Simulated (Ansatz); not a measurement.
# Which magnetic ion is it?

A crystal has the composition MH4Cl2O2, where M is a 3d element. A calculation (PBE+U, spin-orbit coupling in second variation, Ansatz) gives:

* S: 5/2
* g: 2.0023, 2.0024, 2.0025
* D, with anisotropic exchange: -0.17 cm⁻¹ (-5.11 GHz)
* E: -583 MHz
* moment in its sphere: 4.22 μB

**Question.** Which ion is it, and why?

The crystal is MnH4Cl2O2, space group C2/m. The spin sits on Mn, with 2 O + 4 Cl at 2.15 to 2.59 Å round it. With the usual charges of the other elements M must be +2. The high-spin ion of that charge with S = 5/2 in this row is Mn²⁺ high-spin d⁵. Low-spin ions are left aside. The shift from the free-electron value is small, as for a half-filled shell without orbital momentum.

[Hosts, paths, dates, database ids (printed as entryN), source tags and the programs' standing remarks are cut or masked in the printed files.]
